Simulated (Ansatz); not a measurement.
## k-point convergence of GW for TiO2 (Imma)

How dense a mesh does GW need for TiO2 (Imma), and how does the time grow?

Method: G0W0 on LDA, plane waves, PAW; PAW set soft_1, in Ansatz 0.2.0.

Most raw output is cut from this account.

## (1) Set-up

It takes space group Imma (No. 74, orthorhombic). Conventional cell: a = 5.946 Å, b = 6.575 Å, c = 6.575 Å, α = 90.00°, β = 90.00°, γ = 90.00°. Nearest to Ti lie 6 O at 1.94 to 2.00 Å. Ti has 6 O at 1.96 to 2.00 Å nearest. Nearest to O lie 3 Ti at 1.94 to 2.00 Å. Nearest to O lie 3 Ti at 1.96 to 2.00 Å. Farther neighbours and most contacts between anions are not listed.

The cell and positions are those that the Materials Project relaxed with its own functionals (PBE, PBE+U or r2SCAN), kept fixed. This is not the form that TiO2 usually takes at ambient conditions.

## (2) The 2×2×2 mesh

Now the one-shot GW correction: screening in the RPA, then the self-energy of the levels asked for. This step takes PAW set soft_1 files.

File input.yaml:

```yaml
crystal:
  lattice:
    - [-2.97316, 3.287369, 3.287402]
    - [2.97316, -3.287369, 3.287402]
    - [2.97316, 3.287369, -3.287402]
  atoms:
    - { symbol: Ti, position: [0.504755, 0.754755, 0.75] }
    - { symbol: Ti, position: [0.495245, 0.245245, 0.25] }
    - { symbol: Ti, position: [0.0, 0.0, 0.5] }
    - { symbol: Ti, position: [0.0, 0.5, 0.0] }
    - { symbol: O, position: [0.304919, 0.30477, 0.499851] }
    - { symbol: O, position: [0.195484, 0.250383, 0.945101] }
    - { symbol: O, position: [0.304919, 0.805068, 0.000149] }
    - { symbol: O, position: [0.805282, 0.250383, 0.554899] }
    - { symbol: O, position: [0.194718, 0.749617, 0.445101] }
    - { symbol: O, position: [0.804516, 0.749617, 0.054899] }
    - { symbol: O, position: [0.695081, 0.194932, 0.999851] }
    - { symbol: O, position: [0.695081, 0.69523, 0.500149] }
kpoints:
  mp_grid: { grid: [2, 2, 2] }
hamiltonian:
  xc: lda
  pseudopotentials: { kind: paw, azcp: { folder: soft_1 }, xc_functional: pbe }
scf:
  occupations: { method: fixed }
gw:
  n_empty_bands: 291
  ecut_chi: 100
  qp_bands: [v4, c4]
  qp_kpoints: band_edges
  screening: { model: contour_deformation }
```

Run with:

```console
> ansatz run input.yaml --threads 2 --pin off --max-ram 92160MiB --backend cuda --events-out ev --progress --plain --runs-dir out --devices 1 --max-vram 13GiB
```

Elapsed: 7.2 s, on 1 × NVIDIA H100 80GB HBM3 (shared by 6 runs) with 2 threads of AMD EPYC 7R13 (Zen 3), shared host; peak memory 1.2 GiB.

Numbers from this step:

```
bands summed                                 : 339
RPA ε∞ on this mesh (eigenvalues)            : 9.409, 9.436, 10.88
plane waves in the screening matrix          : 297
q-points in the mesh                         : 8
G0W0 gap on the mesh                         : 3.099 eV
k of the valence top                         : 0, 0, 0
k of the conduction bottom                   : 0, -0.5, -0.5
starting gap on the mesh                     : 1.705 eV
Z at the valence top                         : 0.6990
Z at the conduction bottom                   : 0.7098
least direct G0W0 gap on the computed points : 3.152 eV
```

The gap on the mesh goes from 1.71 eV to 3.10 eV, a correction of +1.39 eV, though a band edge has moved to another state.

## (3) The 4×4×4 mesh

A second mesh at equal bands and cutoff isolates the sampling error.

input.yaml, as its differences from that of step 2:

```diff
@@ -19,3 +19,3 @@
 kpoints:
-  mp_grid: { grid: [2, 2, 2] }
+  mp_grid: { grid: [4, 4, 4] }
 hamiltonian:
```

Run time: 49 s. Hardware: 1 × NVIDIA H100 80GB HBM3 (shared by 6 runs) with 2 threads; peak memory 1.7 GiB; 74 s of CPU time.

Numbers from this step:

- bands summed: 339
- RPA ε∞ on this mesh (eigenvalues): 7.548, 7.563, 9.086
- plane waves in the screening matrix: 297
- q-points in the mesh: 64
- G0W0 gap on the mesh: 3.212 eV
- k of the valence top: 0, 0, 0
- k of the conduction bottom: 0, -0.5, -0.5
- starting gap on the mesh: 1.759 eV
- Z at the valence top: 0.7032
- Z at the conduction bottom: 0.7149
- least direct G0W0 gap on the computed points: 3.264 eV

Against the run with 2×2×2 mesh, 291 empty bands, screening to 100 eV, PAW set soft_1 files, the gap moves by +0.11 eV, while the start moved by +0.05 eV.

## (4) The 6×6×6 mesh

input.yaml, as its differences from that of step 3:

```diff
@@ -19,3 +19,3 @@
 kpoints:
-  mp_grid: { grid: [4, 4, 4] }
+  mp_grid: { grid: [6, 6, 6] }
 hamiltonian:
```

Wall time 4.9 min (1 × NVIDIA H100 80GB HBM3 (shared by 6 runs) with 2 threads); peak memory 2.7 GiB; 8 min of CPU time.

This step gave:

```
bands summed                                 : 339
RPA ε∞ on this mesh (eigenvalues)            : 7.440, 7.455, 9.020
plane waves in the screening matrix          : 297
G0W0 gap on the mesh                         : 3.215 eV
k of the valence top                         : 0, 0, 0
k of the conduction bottom                   : 0, -0.5, -0.5
starting gap on the mesh                     : 1.760 eV
least direct G0W0 gap on the computed points : 3.268 eV
```

Against the run with 4×4×4 mesh, 291 empty bands, screening to 100 eV, PAW set soft_1 files, the gap moves by +0.003 eV.

## (5) The meshes together

Times are wall times on 1 × NVIDIA H100 80GB HBM3 (shared by 6 runs) with 2 threads of AMD EPYC 7R13 (Zen 3), shared host, good to a factor of about two.

```
 mesh  points  irreducible  start (eV)  G0W0 (eV)  shift (eV)  RPA ε∞ (mean)     time
2×2×2       8            5       1.705      3.099      +1.394           9.91    7.2 s
4×4×4      64           18       1.759      3.212      +1.453           8.07     49 s
6×6×6     216           46       1.760      3.215      +1.455           7.97  4.9 min
```

## (6) Results

- 2×2×2: 3.099 eV (shift +1.394)
- 4×4×4: 3.212 eV (shift +1.453)
- 6×6×6: 3.215 eV (shift +1.455)
- settings: LDA start, 291 empty bands, 100 eV

The shift is +1.39 eV on 2×2×2 and +1.45 eV on 6×6×6; the last step moves it by +0.002 eV. The RPA ε∞ (mean) ranges from 7.97 to 9.91 and ends at 7.97; the coarsest mesh overstates it. On 6×6×6 the states that bound the G0W0 gap lie 1.795 eV apart in the start, so part of the shift is a change of edge. The starting gap changes too, by 0.05 eV, since the meshes hold different points and converge the density differently. From 8 to 216 points the time grows 41-fold. Bands and cutoff are modest here, so the values stand off the basis limit.

[Paths, hosts, dates, memory and timing lines, banners, echoed tables and standing remarks are left out of the program output.]

[Logs are printed without paths, hosts, clocks, repeated set-up lines and the standing remarks that a program may print on its own settings, such as how far it seeks lower states.]

[Runs of the session that timed out or met a known fault of the program may be left out.]

[Cells called generated may have been cut or substituted from an entry of the Crystallography Open Database or the Materials Project.]

[Hosts, paths, dates, database ids (printed as entryN), source tags and the programs' standing remarks are cut or masked in the printed files.]
